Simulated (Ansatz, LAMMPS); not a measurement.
# Glassy 84SiO2-16BaO (mol %) (71 atoms) under strain, part 2 of 4

Aim: relax glassy 84SiO2-16BaO (mol %) (71 atoms), then change its volume and shape to read moduli from the stress.

Ansatz 0.2.0; Kohn-Sham DFT, PBE, PAW (set soft_1), plane waves.

The cell: 21 Si, 4 Ba and 46 O. The quench rate of 200 K/ps far exceeds what a furnace or splat quench reaches. The starting topology of bonds comes from the classical model. Only the Γ point is sampled. Spin–orbit coupling is left out.

So far. Step 2 (Single point at the start): The r.m.s. force at the start is 1.1 eV/Å. Step 3 (Cell and atoms relaxed): The relaxation converged after 19 steps, with a largest force component of 0.0099 eV/Å.

### Step 4. Single point at the relaxed geometry

The electronic structure is read at the final geometry, in a run of its own.

File input.yaml:

```yaml
crystal:
  lattice:
    - [10.04577, 0.01502, 0.1568]
    - [0.01502, 10.03704, -0.06104]
    - [0.1568, -0.06104, 9.91808]
  atoms:
    - { symbol: Si, position: [0.76059, 0.93641, 0.55192] }
    - { symbol: Si, position: [0.08746, 0.58689, 0.72267] }
    - { symbol: Si, position: [0.31174, 0.83042, 0.48439] }
    - { symbol: Si, position: [0.59215, 0.18754, 0.54568] }
    - { symbol: Si, position: [0.87459, 0.04186, 0.31048] }
    - { symbol: Si, position: [0.89265, 0.69211, 0.93266] }
    [... 59 atom lines left out ...]
    - { symbol: O, position: [0.0346, 0.69303, 0.84116] }
    - { symbol: O, position: [0.65565, 0.82334, 0.60795] }
    - { symbol: O, position: [0.15768, 0.86274, 0.53194] }
    - { symbol: O, position: [0.57212, 0.62732, 0.37235] }
    - { symbol: O, position: [0.62468, 0.54611, 0.109] }
    - { symbol: O, position: [0.23725, 0.24941, 0.76923] }
kpoints:
  mp_grid: { grid: [1, 1, 1] }
hamiltonian:
  xc: pbe
  pseudopotentials: { kind: paw, azcp: { folder: soft_1 } }
scf:
  occupations: { method: fixed }
output:
  forces: true
  stress: true
  populations: true
  dos:
    method: { smearing: { sigma: 0.08 } }
    de: 0.1
    projected: { site_lists: { Ba: [Ba], O: [O], Si: [Si] } }
  eigenvalues: true
  write_density: true
  write_potential: true
  volumetric_format: npy
```

Run with:

```bash
> ansatz run input.yaml --threads 4 --pin off --max-ram 8192MiB --backend cpu --events-out ev --progress --plain --runs-dir out
```

Numbers of over 12 decimals in the logs are rounded to 6 here.

The log of the run:

```text
[...]
Crystal: 71 atoms, lattice volume = 999.751 Å³
Basis set: ecut = 420 eV, 19547 PW (Γ), exchange–correlation on 144×144×144 points (8 copies of the dense FFT grid, shifted against one another)
Bands: 271, of which v1, the nominal top of the filled ones, is band 200 counted from 1 (199 counted from 0)
Symmetry: 1 space group operations
[...]
k-points: 1
[...]
SCF iter   1: F=—  HF=-63375.415582 eV  |F-HF|=—  |Δ(HF+E_count)|=         —  Δρ=1.01e-1  dr2=1.31e2  ethr=3.10e-3  ⟨swp⟩=7.0  Hψ=991  notcnv=0  defer=68
[...]
SCF iter  13: F=-63333.606482 eV  HF=-63333.606482 eV  |F-HF|=8.16e-9  |Δ(HF+E_count)|=   2.11e-8  Δρ=8.88e-7  dr2=1.01e-8  ethr=2.50e-11  ⟨swp⟩=9.0  Hψ=1679  notcnv=0
SCF 1 converged in 13 iterations: F = -63333.606482 eV  dr2 = 1.01e-8
[...]
SCF converged after 13 iterations
Free energy (F): -63333.606482 eV
[...]
Internal energy: -63333.606482 eV  (E = F + TS)
E sigma→0 (E₀):  -63333.606482 eV
Fermi energy:    4.690017 eV
[...]
--- Forces (eV/Å), atoms counted from 1 ---
  atom   1  Si     0.00112930    -0.00475673     0.00429082
  atom   2  Si     0.00457733     0.00236097    -0.00130744
  atom   3  Si     0.00178125    -0.00169859     0.00337471
  atom   4  Si    -0.00527155    -0.00648506     0.00507794
  atom   5  Si     0.00570059    -0.00721067    -0.00045126
  atom   6  Si     0.00062719     0.00447520     0.00229096
  atom   7  Si     0.00415084     0.00104865     0.00324069
  atom   8  Si     0.00389207    -0.00000099    -0.00343088
  atom   9  Si     0.00258524     0.00085278    -0.00183726
  atom  10  Si    -0.00092691     0.00452425    -0.00524154
  atom  11  Si    -0.00408275     0.00220227    -0.00384624
  atom  12  Si     0.00178429     0.00383120    -0.00991120
  atom  13  Si     0.00182882     0.00144907    -0.00191919
  atom  14  Si    -0.00071784    -0.00925019     0.00117151
[...]
atom  70  O      0.00002549    -0.00099307    -0.00104248
  atom  71  O     -0.00323042    -0.00298679     0.00201132
  max |Σ_I F_I| component: 1.75e-5 eV/Å
--- Stress (GPa, compression-positive) ---
       -0.009865       0.003155      -0.000085
        0.003154      -0.021305      -0.001501
       -0.000084      -0.001501      -0.016013
  P = ⅓ Tr σ = -0.0157 GPa (-0.157 kbar)
--- Band table (eV) ---
[...]
--- Löwdin populations: 71 sites ---
  site symbol       q [e]
     0     Si      2.2937
     1     Si      2.3152
     2     Si      2.2999
[...]
70      O      6.7762
  spilling = 0.013794 (of n_electrons = 400.000000)
```

Elapsed: 9 s, on 4 threads of Intel Xeon Platinum 8375C at 2.90GHz (Ice Lake), shared host; peak memory 1.3 GiB; 32 s of CPU time.

Numbers from this run:

```yaml
free_energy: -63333.6065 eV
free_energy_per_atom: -892.0226 eV/atom
scf_cycles: 13
pressure: -0.01573 GPa
r_m_s_force_component: 0.00338 eV/Å
longest_force: 0.01077 eV/Å
fermi_energy: 4.69 eV
spacing_of_highest_filled_and_lowest_empty_level: 3.431 eV
spilling_of_the_projection: 0.01379
```

Löwdin charges by element (they lack the spilled electrons, 0.078 e an atom on average):

| element | coordination | atoms | mean charge (e) | spread | least | most |
| --- | --- | --- | --- | --- | --- | --- |
| Ba | all | 4 | 1.86 | 0.0022 | 1.86 | 1.86 |
| O | all | 46 | -0.799 | 0.077 | -1.000 | -0.736 |
| Si | all | 21 | 1.66 | 0.0414 | 1.56 | 1.71 |

Density of states as counts of states in windows of 1 eV (from the Fermi level), total and the larger projections:

| from (eV) | to (eV) | total | O p | Si p |
| --- | --- | --- | --- | --- |
| -10 | -9 | 10.4 | 6.4 | 0.6 |
| -9 | -8 | 15.3 | 10.2 | 1.6 |
| -8 | -7 | 14.9 | 10.8 | 2.5 |
| -7 | -6 | 28.1 | 21.5 | 5.6 |
| -6 | -5 | 14.5 | 11.4 | 1.9 |
| -5 | -4 | 41.1 | 34.8 | 3.1 |
| -4 | -3 | 47.7 | 43.1 | 1.9 |
| -3 | -2 | 54.0 | 50.8 | 1.2 |
| -2 | -1 | 34.4 | 32.4 | 0.6 |
| -1 | 0 | 10.3 | 9.6 | 0.3 |
| 0 | 1 | 1.4 | 1.3 | 0.0 |
| 1 | 3 | 0.0 | 0.0 | 0.0 |
| 3 | 4 | 2.0 | 0.0 | 0.1 |
| 4 | 5 | 4.5 | 0.2 | 0.5 |

The curve was stored every 0.10 eV, coarse against its broadening of 0.08 eV, so these counts are rough.

With fixed occupations the program's Fermi level is the highest filled level; weight inside the gap is the broadening of levels at its edges.

Between -26 and -10 eV lie 124 more states.

The levels nearest the highest filled one (over half full), pooled over k-points and spins:

| level less the highest filled one (eV) | occupation |
| --- | --- |
| -0.982 | 2 |
| -0.932 | 2 |
| -0.507 | 2 |
| -0.342 | 2 |
| -0.283 | 2 |
| 0 | 2 |
| 3.43 | 0 |
| 4.53 | 0 |
| 4.89 | 0 |
| 5.00 | 0 |
| 5.11 | 0 |
| 5.26 | 0 |

Valence density in the ac plane at fractional y = 0.561, with atoms of Si and Ba and O within 0.2 Å of it. It is the smooth field of the valence electrons, not physical close to the nuclei.

Values in e/Å³, 13 rows by 16 columns, each cell a mean:
```
0.0 0.0 0.0 0.1 0.4 0.8 0.3 0.1 0.0 0.0 0.0 0.1 0.5 0.5 0.2 0.1
0.1 0.1 0.0 0.1 0.2 0.5 0.3 0.1 0.0 0.0 0.0 0.4 3.5 3.7 0.5 0.1
0.2 0.2 0.2 0.5 0.6 0.3 0.2 0.2 0.1 0.0 0.0 0.2 1.2 1.4 0.3 0.1
0.3 0.2 0.6 2.7 3.4 0.7 0.4 0.6 0.3 0.1 0.2 0.5 0.5 0.2 0.1 0.1
0.5 0.3 0.3 0.9 1.2 0.3 0.8 4.2 2.4 0.3 0.7 1.1 1.1 0.7 0.1 0.2
0.7 0.3 0.1 0.1 0.1 0.1 0.6 2.8 1.7 0.3 0.7 1.1 1.1 0.7 0.1 0.3
0.1 0.1 0.0 0.0 0.1 0.2 0.3 0.4 0.3 0.1 0.1 0.4 0.4 0.1 0.0 0.1
0.0 0.0 0.0 0.0 0.1 0.2 0.3 0.3 0.7 0.8 0.2 0.0 0.0 0.1 0.0 0.0
0.2 0.6 0.3 0.0 0.0 0.1 0.1 0.2 0.6 0.9 0.3 0.0 0.0 0.1 0.1 0.1
0.9 4.3 2.1 0.2 0.0 0.0 0.0 0.1 0.2 0.3 0.2 0.0 0.0 0.0 0.0 0.1
0.5 1.6 0.8 0.1 0.0 0.0 0.1 0.1 0.3 1.1 1.3 0.2 0.0 0.0 0.1 0.1
0.1 0.1 0.1 0.0 0.0 0.0 0.1 0.1 0.3 3.3 4.7 0.6 0.1 0.0 0.1 0.2
0.0 0.0 0.0 0.0 0.1 0.2 0.1 0.0 0.1 0.6 0.8 0.2 0.1 0.1 0.1 0.1
```
Columns run along a (10.0 Å), rows up along c (9.9 Å). Atoms in or near the plane, at fractional coordinates: Si at (0.39, 0.78), Si at (0.44, 0.46), Ba at (0.74, 0.61), O at (0.80, 0.86), O at (0.48, 0.62), O at (0.62, 0.11).

Electrostatic potential energy in the ac plane at fractional y = 0.561, with atoms of Si and Ba and O within 0.2 Å of it. With pseudopotentials it is smooth inside the atoms' cores, unlike the true potential.

Ten even steps from '0' (-33 eV) to '9' (11 eV), each cell a mean:
```
9999999988999999999999998889
9999999987899999999998668889
9999999987777899999993016899
8888899985213689999993005999
7545788872130479999997458998
5111364452120479998888899998
4021240025223689987655688987
6201462158775468985200268888
7655788899971016873000037898
7788999999971016872000027898
8899999999874358875100047899
9999999998511258887543578999
9999999997225137898877889999
9999999997313137899999999999
9999999998732366689999999999
9999999999887887689999999999
9745899999999998899999999999
8300499999999988889999999999
8401599999999888788999999998
8866899999999888756999999999
9889999999999998201699999999
9999999999999998200599999999
9999999999999999745899999999
9999999999999999999999999999
```
Columns run along a (10.0 Å; values clipped at the 3rd and 97th percentile), rows up along c (9.9 Å). Atoms in or near the plane, at fractional coordinates: Si at (0.39, 0.78), Si at (0.44, 0.46), Ba at (0.74, 0.61), O at (0.80, 0.86), O at (0.48, 0.62), O at (0.62, 0.11).

The highest filled and lowest empty levels differ by 3.43 eV (at Γ alone); a semilocal functional tends to put such gaps too low. In a disordered cell it changes from sample to sample, and tail or defect levels can set it. Mean Löwdin charges: Ba +1.86, O -0.80, Si +1.66 e (they miss 1.4 % of the electrons, so they add up to more than the cell's charge).

### Step 5. Volume -3 %

The relaxed cell is scaled evenly and the atoms are relaxed again; the stress at the end gives one point of P(V).

input.yaml, the sections that differ from step 4:

```yaml
crystal:
  lattice:
    - [9.94429, 0.01487, 0.15522]
    - [0.01487, 9.93565, -0.06042]
    - [0.15522, -0.06042, 9.81789]
  atoms:
    [... the 71 atom lines of step 4 ...]
output:
  forces: true
  eigenvalues: true
  stress: true
relax:
  f_tol: 0.05
  max_steps: 70
# kpoints, hamiltonian, scf: as in step 4
```

The log of the run:

```text
Warning: output.stress: scf.convergence.dr2_threshold = 1e-7 eV (the SCF's general default) is looser than the 7.1e-9 eV advised for a printed stress (1e-10 eV for each atom of the cell: 71). What an SCF threshold leaves in a stress goes as its square root, and in the free energy as the threshold itself, and one threshold admits the most on a small cell: [...]
[...]
Crystal: 71 atoms, lattice volume = 969.759 Å³
Basis set: ecut = 420 eV, 18965 PW (Γ), exchange–correlation on 144×144×144 points (8 copies of the dense FFT grid, shifted against one another)
Bands: 271, of which v1, the nominal top of the filled ones, is band 200 counted from 1 (199 counted from 0)
Symmetry: 1 space group operations
[...]
k-points: 1
[...]
SCF iter   1: F=—  HF=-63376.529490 eV  |F-HF|=—  |Δ(HF+E_count)|=         —  Δρ=1.05e-1  dr2=1.35e2  ethr=3.10e-3  ⟨swp⟩=7.0  Hψ=991  notcnv=0  defer=68
[...]
SCF iter   9: F=—  HF=-63333.148170 eV  |F-HF|=—  |Δ(HF+E_count)|=   1.37e-4  Δρ=6.44e-5  dr2=3.42e-5  ethr=3.08e-8  ⟨swp⟩=2.0  Hψ=367  notcnv=0  defer=69
SCF iter  10: F=-63333.148173 eV  HF=-63333.148171 eV  |F-HF|=1.44e-6  |Δ(HF+E_count)|=   8.43e-7  Δρ=1.82e-5  dr2=3.30e-6  ethr=8.54e-9  ⟨swp⟩=28.0  Hψ=2119  notcnv=0
SCF 1 converged in 10 iterations: F = -63333.148173 eV  dr2 = 3.30e-6
[...]
relax step   1: F+E_penalty+E_count = -63333.14817254 eV  Δ(F+E_penalty+E_count) = +0.000e0 eV  max|allowed force component| = 6.295e-1 eV/Å  Δτ_max = 0.0000 Å  (10 SCF iters, dr2 threshold 6.25e-5 eV, accepted)
[...]
relax step   2: F+E_penalty+E_count = -63333.30031799 eV  Δ(F+E_penalty+E_count) = -1.521e-1 eV  max|allowed force component| = 3.671e-1 eV/Å  Δτ_max = 0.1228 Å  (6 SCF iters, dr2 threshold 2.48e-5 eV, accepted)
[...]
relax step   3: F+E_penalty+E_count = -63333.41101350 eV  Δ(F+E_penalty+E_count) = -1.107e-1 eV  max|allowed force component| = 2.106e-1 eV/Å  Δτ_max = 0.0563 Å  (6 SCF iters, dr2 threshold 8.42e-6 eV, accepted)
relax step   4: F+E_penalty+E_count = -63333.32065444 eV  Δ(F+E_penalty+E_count) = +9.036e-2 eV  max|allowed force component| = 5.325e-1 eV/Å  Δτ_max = 0.1638 Å  (7 SCF iters, dr2 threshold 1.46e-5 eV, rejected (line search))
relax step   5: F+E_penalty+E_count = -63333.43759993 eV  Δ(F+E_penalty+E_count) = -2.659e-2 eV  max|allowed force component| = 1.298e-1 eV/Å  Δτ_max = 0.0718 Å  (9 SCF iters, accepted)
relax step   6: F+E_penalty+E_count = -63333.42332141 eV  Δ(F+E_penalty+E_count) = +1.428e-2 eV  max|allowed force component| = 3.934e-1 eV/Å  Δτ_max = 0.1000 Å  (7 SCF iters, dr2 threshold 5.55e-6 eV, rejected (line search))
relax step   7: F+E_penalty+E_count = -63333.44284440 eV  Δ(F+E_penalty+E_count) = -5.244e-3 eV  max|allowed force component| = 1.514e-1 eV/Å  Δτ_max = 0.0500 Å  (9 SCF iters, accepted)
relax step   8: F+E_penalty+E_count = -63333.44953532 eV  Δ(F+E_penalty+E_count) = -6.691e-3 eV  max|allowed force component| = 2.459e-2 eV/Å  Δτ_max = 0.0293 Å  (6 SCF iters, dr2 threshold 8.71e-6 eV, accepted)
[...]
relax step   9: F+E_penalty+E_count = -63333.44953597 eV  Δ(F+E_penalty+E_count) = -6.556e-7 eV  max|allowed force component| = 2.481e-2 eV/Å  Δτ_max = 0.0000 Å  (4 SCF iters, accepted)
SCF converged after 4 iterations
Free energy (F): -63333.449536 eV
[...]
Internal energy: -63333.449536 eV  (E = F + TS)
E sigma→0 (E₀):  -63333.449536 eV
Fermi energy:    5.021710 eV
[...]
Σ components = -63333.449536   (vs F -63333.449536, Δ=0.00e0)
--- Forces (eV/Å), atoms counted from 1 ---
  atom   1  Si     0.00026825    -0.01558754     0.00755778
  atom   2  Si     0.00527415     0.02150891    -0.02212881
  atom   3  Si    -0.01155015    -0.01097960     0.01236759
  atom   4  Si     0.00342301    -0.00708831     0.01256196
[...]
atom  71  O     -0.00964867    -0.01305854    -0.00178338
  max |Σ_I F_I| component: 2.07e-5 eV/Å
--- Stress (GPa, compression-positive) ---
        1.725800      -0.050102      -0.030126
       -0.050103       1.722603      -0.068496
       -0.030125      -0.068497       1.700860
  P = ⅓ Tr σ = 1.7164 GPa (17.164 kbar)
--- Band table (eV) ---
[...]
--- Relaxed structure (9 steps of the walk, 7 accepted, 0 SCFs on fresh bases) ---
  F+E_penalty+E_count = -63333.44953597 eV   max|allowed force component| = 2.481e-2 eV/Å
  atoms:
    - { symbol: Si, position: [0.762048, 0.938225, 0.555056] }
    - { symbol: Si, position: [0.086700, 0.585109, 0.723469] }
    - { symbol: Si, position: [0.313688, 0.829747, 0.485027] }
    - { symbol: Si, position: [0.593748, 0.188795, 0.546082] }
[...]
- { symbol: O, position: [0.233431, 0.248504, 0.773102] }
```

The job ended after 44 s (4 threads; peak memory 1.3 GiB; 2.7 min of CPU time).

The program notes that the SCF threshold is loose for the stress.

The relaxation converged after 9 steps, 0.301 eV below its start, with a largest force component of 0.025 eV/Å.

Volume -3 %: the energy stands 0.157 eV above that of the reference, at a pressure of 1.72 GPa.

### Step 6. Volume +3 %

The relaxed cell is scaled to another volume.

input.yaml, the sections that differ from step 5:

```yaml
crystal:
  lattice:
    - [10.14524, 0.01517, 0.15835]
    - [0.01517, 10.13642, -0.06164]
    - [0.15835, -0.06164, 10.01629]
  atoms:
    [... the 71 atom lines of step 4 ...]
# kpoints, hamiltonian, scf, output, relax: as in step 5
```

The log of the run:

```text
[...]
Crystal: 71 atoms, lattice volume = 1029.744 Å³
Basis set: ecut = 420 eV, 20075 PW (Γ), exchange–correlation on 144×144×144 points (8 copies of the dense FFT grid, shifted against one another)
Bands: 271, of which v1, the nominal top of the filled ones, is band 200 counted from 1 (199 counted from 0)
Symmetry: 1 space group operations
[...]
k-points: 1
[...]
SCF iter   1: F=—  HF=-63373.613303 eV  |F-HF|=—  |Δ(HF+E_count)|=         —  Δρ=9.70e-2  dr2=1.28e2  ethr=3.10e-3  ⟨swp⟩=7.0  Hψ=991  notcnv=0  defer=68
[...]
SCF iter   9: F=—  HF=-63333.182473 eV  |F-HF|=—  |Δ(HF+E_count)|=   1.65e-4  Δρ=8.17e-5  dr2=5.64e-5  ethr=3.43e-8  ⟨swp⟩=2.0  Hψ=377  notcnv=0  defer=69
SCF iter  10: F=-63333.182471 eV  HF=-63333.182468 eV  |F-HF|=2.23e-6  |Δ(HF+E_count)|=   4.48e-6  Δρ=1.70e-5  dr2=3.43e-6  ethr=1.41e-8  ⟨swp⟩=23.0  Hψ=2310  notcnv=0
SCF 1 converged in 10 iterations: F = -63333.182471 eV  dr2 = 3.43e-6
[...]
relax step   1: F+E_penalty+E_count = -63333.18247069 eV  Δ(F+E_penalty+E_count) = +0.000e0 eV  max|allowed force component| = 5.630e-1 eV/Å  Δτ_max = 0.0000 Å  (10 SCF iters, dr2 threshold 6.25e-5 eV, accepted)
[...]
relax step   2: F+E_penalty+E_count = -63333.30697600 eV  Δ(F+E_penalty+E_count) = -1.245e-1 eV  max|allowed force component| = 4.324e-1 eV/Å  Δτ_max = 0.1522 Å  (6 SCF iters, dr2 threshold 1.98e-5 eV, accepted)
[...]
relax step   3: F+E_penalty+E_count = -63333.41953409 eV  Δ(F+E_penalty+E_count) = -1.126e-1 eV  max|allowed force component| = 2.023e-1 eV/Å  Δτ_max = 0.0604 Å  (6 SCF iters, dr2 threshold 1.17e-5 eV, accepted)
relax step   4: F+E_penalty+E_count = -63333.10611608 eV  Δ(F+E_penalty+E_count) = +3.134e-1 eV  max|allowed force component| = 7.875e-1 eV/Å  Δτ_max = 0.2000 Å  (8 SCF iters, dr2 threshold 8.96e-6 eV, rejected (line search))
relax step   5: F+E_penalty+E_count = -63333.43516504 eV  Δ(F+E_penalty+E_count) = -1.563e-2 eV  max|allowed force component| = 1.581e-1 eV/Å  Δτ_max = 0.1000 Å  (10 SCF iters, accepted)
relax step   6: F+E_penalty+E_count = -63333.44645188 eV  Δ(F+E_penalty+E_count) = -1.129e-2 eV  max|allowed force component| = 1.186e-1 eV/Å  Δτ_max = 0.1000 Å  (7 SCF iters, dr2 threshold 5.47e-6 eV, accepted)
relax step   7: F+E_penalty+E_count = -63333.44035021 eV  Δ(F+E_penalty+E_count) = +6.102e-3 eV  max|allowed force component| = 1.653e-1 eV/Å  Δτ_max = 0.0657 Å  (6 SCF iters, dr2 threshold 7.90e-6 eV, rejected (line search))
[...]
relax step   8: F+E_penalty+E_count = -63333.45164437 eV  Δ(F+E_penalty+E_count) = -5.192e-3 eV  max|allowed force component| = 3.531e-2 eV/Å  Δτ_max = 0.0283 Å  (8 SCF iters, accepted)
SCF converged after 8 iterations
Free energy (F): -63333.451644 eV
[...]
Internal energy: -63333.451644 eV  (E = F + TS)
E sigma→0 (E₀):  -63333.451644 eV
Fermi energy:    4.381879 eV
[...]
Σ components = -63333.451644   (vs F -63333.451644, Δ=0.00e0)
--- Forces (eV/Å), atoms counted from 1 ---
  atom   1  Si     0.01197657     0.03348304    -0.01361813
  atom   2  Si     0.00386766    -0.01335382     0.01022762
  atom   3  Si    -0.00410650    -0.00204109     0.00286126
  atom   4  Si     0.02072676     0.01094694    -0.00804564
[...]
atom  71  O      0.01586828     0.00561782    -0.00047986
  max |Σ_I F_I| component: 9.25e-5 eV/Å
--- Stress (GPa, compression-positive) ---
       -1.558704       0.057935       0.058911
        0.057935      -1.557585       0.032168
        0.058912       0.032168      -1.564174
  P = ⅓ Tr σ = -1.5602 GPa (-15.602 kbar)
--- Band table (eV) ---
[...]
--- Relaxed structure (8 steps of the walk, 6 accepted, 0 SCFs on fresh bases) ---
  F+E_penalty+E_count = -63333.45164437 eV   max|allowed force component| = 3.531e-2 eV/Å
  atoms:
    - { symbol: Si, position: [0.759245, 0.934372, 0.549164] }
    - { symbol: Si, position: [0.088395, 0.588578, 0.722015] }
    - { symbol: Si, position: [0.310147, 0.830924, 0.484033] }
    - { symbol: Si, position: [0.590471, 0.185820, 0.545436] }
[...]
- { symbol: O, position: [0.240486, 0.250894, 0.766444] }
```

Run time: 43 s. Hardware: 4 threads; peak memory 1.3 GiB; 2.6 min of CPU time.

The relaxation converged after 8 steps, 0.269 eV below its start, with a largest force component of 0.035 eV/Å.

Volume +3 %: the energy stands 0.155 eV above that of the reference, at a pressure of -1.56 GPa.

(Part 2 of 4 ends here.)

[Logs are printed without paths, hosts, clocks, repeated set-up lines and the standing remarks that a program may print on its own settings, such as how far it seeks lower states.]

[Hosts, paths, dates, database ids (printed as entryN), source tags and the programs' standing remarks are cut or masked in the printed files.]
